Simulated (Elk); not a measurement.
# Fixed-spin-moment curve of Fe, part 2 of 2

How stiff is the moment of Fe, and are there other minima?

Elk 11.2.3 (patched build); LDA (Perdew-Wang); all-electron APW+lo, Dirac cores, scalar-relativistic bands.

So far, magnetization (μB): step 2 (the free run) 2.20.

The database entry behind the starting cell differs from later determinations by our own check (an axis about 0.7 % long against later determinations), so it need not match the best structure at ambient conditions.

### 3. Moment fixed at 1.853 μB

Holding the total moment away from its free value maps the energy around and beyond the minimum.

A uniform field is adjusted until the total moment meets the target; the run goes on from the state before.

The input, elk.in:

```
tasks
  1

xctype
  3

rgkmax
  7.0

nempty
  14

swidth
  0.002

reducebf
  0.5

epsengy
  1e-05

maxscl
  120

lmaxi
  3

lmaxapw
  10

lmaxo
  8

vkloff
  0.500000 0.500000 0.500000

gmaxvr
  16.0

spinpol
  .true.

fsmtype
  1

momfix
  0.000000 0.000000 1.853000

taufsm
  0.01

sppath
  './'

avec
  -2.72687479783 2.72687479783 2.72687479783
  2.72687479783 -2.72687479783 2.72687479783
  2.72687479783 2.72687479783 -2.72687479783

atoms
  1
  'Fe.in'
  1
  0.0000000000 0.0000000000 0.0000000000   0.000000 0.000000 -0.000140

ngridk
  12 12 12
```

Command:

```console
$ OMP_NUM_THREADS=2 elk
```

Numbers of over 12 decimals in the logs are rounded to 6 here.

The log of the run:

```text
┌─────────────────────────┐
│ Elk code version 11.2.3 │
└─────────────────────────┘

All units are atomic (Hartree, Bohr, etc.)

┌──────────────────────────────────────────┐
│ Ground-state run resuming from STATE.OUT │
└──────────────────────────────────────────┘

Lattice vectors :
  -2.726874798       2.726874798       2.726874798
   2.726874798      -2.726874798       2.726874798
   2.726874798       2.726874798      -2.726874798

Species : 1 (Fe)
 muffin-tin radius :    2.336542848
 atomic positions (lattice), magnetic fields (Cartesian) :
  1 :   0.00000000  0.00000000  0.00000000    0.00000000  0.00000000  0.00000000

Total number of atoms per unit cell :    1
Total muffin-tin volume :    53.43303687
 ratio of muffin-tin to unit cell volume :   0.6588010343

Spin treatment :
 spin-polarised
 global magnetic field (Cartesian) :    0.000000000       0.000000000       0.000000000
 collinear magnetisation in z-direction
 fixed spin moment (FSM) calculation, type :    1
  fixing total moment to (Cartesian) :
     0.000000000       0.000000000       1.853000000

Number of Bravais lattice symmetries :   48
Number of crystal symmetries         :   48
Crystal has inversion symmetry
Real symmetric eigensolver will be used

k-point grid :     12    12    12
k-point offset :   0.5000000000      0.5000000000      0.5000000000
k-point set is reduced with full crystal symmetry group
Total number of k-points :       68

Muffin-tin radius times maximum |G+k| :    7.000000000
 using average radius
Maximum |G+k| for APW functions       :    2.995879150
Maximum (1/2)|G+k|²                   :    4.487645939
Maximum |G| for potential and density :    16.00000000
Constant for pseudocharge density :    9
 order of it for each species :   16
 order of it for pair densities of each species (exact exchange by exxq0 0: 18) :   10
Radial integration step length :    1

G-vector grid sizes :     25    25    25
Number of G-vectors :     5481

Maximum angular momentum used for
 APW functions            :   10
 outer part of muffin-tin :    8

Number of empty states         :     14
Total number of valence states :     46
Total number of core states    :     10

Third-order local-orbitals added for an l without core states : T
Total number of local-orbitals :     23

Exchange-correlation functional :      3     0     0
 Perdew-Wang/Ceperley-Alder, Phys. Rev. B 45, 13244 (1992)
 gradient requirement :    0
 local density approximation (LDA)

Smearing type :    3
 Fermi-Dirac
Smearing width :   0.2000000000E-02
Effective electronic temperature (K) :    631.5500496

Mixing type :    1
 Adaptive linear mixing

Potential read in from STATE.OUT

┌──────────────────────────────┐
│ Self-consistent loop started │
└──────────────────────────────┘

[... earlier loops left out ...]

┌──────────────────┐
│ Loop number : 47 │
└──────────────────┘

Energies :
 Fermi                       :     0.283111
 sum of occupied eigenvalues :     -735.67466735774
 electron kinetic            :      1286.9925911464
 core electron kinetic       :      1146.2804894364
 Coulomb                     :     -2503.9292063206
 Coulomb potential           :     -1951.6871791405
 nuclear-nuclear             :     -225.54407465241
 electron-nuclear            :     -2614.0882685699
 Hartree                     :      335.70313690171
 Madelung                    :     -1528.0856167504
 xc potential                :     -70.921249820957
 xc effective B-field        :    -0.73303624118676E-01
 external B-field            :      0.000000
 exchange                    :     -51.409538084835
 correlation                 :     -2.224658
 electron entropic           :    -0.53157860799637E-03
 total energy                :     -1270.5713431839
 (external B-field energy excluded from total)

Density of states at Fermi energy :    40.86707492
 (states/Hartree/unit cell)

Estimated indirect band gap :   0.4083413376E-03
 from k-point 54 to k-point 64
Estimated direct band gap   :   0.1147498293E-02
 at k-point 38

Charges :
 core                        :    10.00000000
 valence                     :    16.00000000
 interstitial                :    1.033581872
 muffin-tins (core leakage)
  species : 1 (Fe)
   atom 1                    :    24.96641813     ( -0.3589114900E-05)
 total in muffin-tins        :    24.96641813
 total calculated charge     :    25.99995796
 total charge                :    26.00000000
 error                       :   0.4204360354E-04

Moments :
 interstitial                :  -0.3888903056E-01
 muffin-tins
  species : 1 (Fe)
   atom 1                    :    1.891968557
 total in muffin-tins        :    1.891968557
 total moment                :    1.853079527

FSM global effective field   :   0.7811360103E-02

┌──────────────────────────────┐
│ Self-consistent loop stopped │
└──────────────────────────────┘

Wrote STATE.OUT
```

Wall time 74 s (2 threads of Arm Neoverse V2, shared host); peak memory 0.07 GiB.

Numbers from this step:

```yaml
magnetization: 1.853 μB
```

It lies 52.7 meV a cell above the free run.

### 4. Moment fixed at 1.482 μB

elk.in: that of step 3 with these lines changed.

```diff
@@ -46,3 +46,3 @@
 momfix
-  0.000000 0.000000 1.853000
+  0.000000 0.000000 1.482000
```

Command:

```console
$ OMP_NUM_THREADS=2 elk
```

The log of the run:

```text
┌─────────────────────────┐
│ Elk code version 11.2.3 │
└─────────────────────────┘

All units are atomic (Hartree, Bohr, etc.)

┌──────────────────────────────────────────┐
│ Ground-state run resuming from STATE.OUT │
└──────────────────────────────────────────┘

Lattice vectors :
  -2.726874798       2.726874798       2.726874798
   2.726874798      -2.726874798       2.726874798
   2.726874798       2.726874798      -2.726874798

Species : 1 (Fe)
 muffin-tin radius :    2.336542848
[...]
atom 1                    :    24.96639092     ( -0.3589114758E-05)
 total in muffin-tins        :    24.96639092
 total calculated charge     :    25.99995946
 total charge                :    26.00000000
 error                       :   0.4053670379E-04

Moments :
 interstitial                :  -0.3875531242E-01
 muffin-tins
  species : 1 (Fe)
   atom 1                    :    1.520784384
 total in muffin-tins        :    1.520784384
 total moment                :    1.482029071

FSM global effective field   :   0.1145346804E-01

┌──────────────────────────────┐
│ Self-consistent loop stopped │
└──────────────────────────────┘

Wrote STATE.OUT

[key lines of the parts left out:]
total energy                :     -1270.5677796684
```

It took 59 s on 2 threads; peak memory 0.07 GiB.

This step gave:

```yaml
magnetization: 1.482 μB
```

It lies 150 meV a cell above the free run.

### 5. Moment fixed at 2.964 μB

elk.in: that of step 4 with these lines changed.

```diff
@@ -46,3 +46,3 @@
 momfix
-  0.000000 0.000000 1.482000
+  0.000000 0.000000 2.964000
```

Command:

```console
$ OMP_NUM_THREADS=2 elk
```

The log of the run:

```text
┌─────────────────────────┐
│ Elk code version 11.2.3 │
└─────────────────────────┘

All units are atomic (Hartree, Bohr, etc.)

┌──────────────────────────────────────────┐
│ Ground-state run resuming from STATE.OUT │
└──────────────────────────────────────────┘

Lattice vectors :
  -2.726874798       2.726874798       2.726874798
   2.726874798      -2.726874798       2.726874798
   2.726874798       2.726874798      -2.726874798

Species : 1 (Fe)
 muffin-tin radius :    2.336542848
[...]
atom 1                    :    24.96318672     ( -0.3589114833E-05)
 total in muffin-tins        :    24.96318672
 total calculated charge     :    25.99994272
 total charge                :    26.00000000
 error                       :   0.5727750595E-04

Moments :
 interstitial                :   0.2496820206E-01
 muffin-tins
  species : 1 (Fe)
   atom 1                    :    2.939071765
 total in muffin-tins        :    2.939071765
 total moment                :    2.964039967

FSM global effective field   :  -0.2674516002E-01

┌──────────────────────────────┐
│ Self-consistent loop stopped │
└──────────────────────────────┘

Wrote STATE.OUT

[key lines of the parts left out:]
total energy                :     -1270.5650270001
```

Wall time 45 s (2 threads); peak memory 0.07 GiB.

This step gave:

| Property | Result |
| --- | --- |
| magnetization | 2.964 μB |

It lies 225 meV a cell above the free run.

### 6. All moments

In all 9 moments were held (0, 0.371, 0.741, 1.112, 1.482, 1.853, 2.223, 2.594, 2.964 μB), each run going on from a saved state. The curve holds those that converged and the free run; sizes are given without sign.

Energy over the lowest against total spin moment:

```csv
total spin moment (μB a cell),energy over the lowest (meV a cell)
0.00,458
0.37,435
0.74,369
1.11,267
1.48,150
1.85,52.7
2.20,0
2.22,0.245
2.59,41.6
2.96,225
```

Table of slope dE/dM read from the holding field by total spin moment:

```csv
total spin moment (μB a cell),slope dE/dM read from the holding field (meV/μB)
0.00,0.0548
0.37,-121
0.74,-234
1.11,-308
1.48,-312
1.85,-213
2.22,23.4
2.59,223
2.96,728
```

### 7. Summary of results

| Quantity | Value |
| --- | --- |
| moment of the free run | 2.20 μB a cell |
| moment of the lowest point | 2.20 μB a cell |
| energy at zero total moment | 458 meV a cell over the lowest |

The curve is lowest at 2.20 μB a cell and has risen by 225 meV at 2.96 μB. No other minimum shows on the points computed. The parallel moment gains 458 meV a cell against zero total moment. The field's energy is not in the curve.

[Logs and program files are shortened in this print: banners, set-up blocks, solver, clock and traceback lines can be left out without a mark of their own.]

[Logs are printed without paths, hosts, clocks, repeated set-up lines and the standing remarks that a program may print on its own settings, such as how far it seeks lower states.]

[Hosts, paths, dates, database ids (printed as entryN), source tags and the programs' standing remarks are cut or masked in the printed files.]

[Where a cell is said to come from a database of computed structures, the database is the Materials Project.]
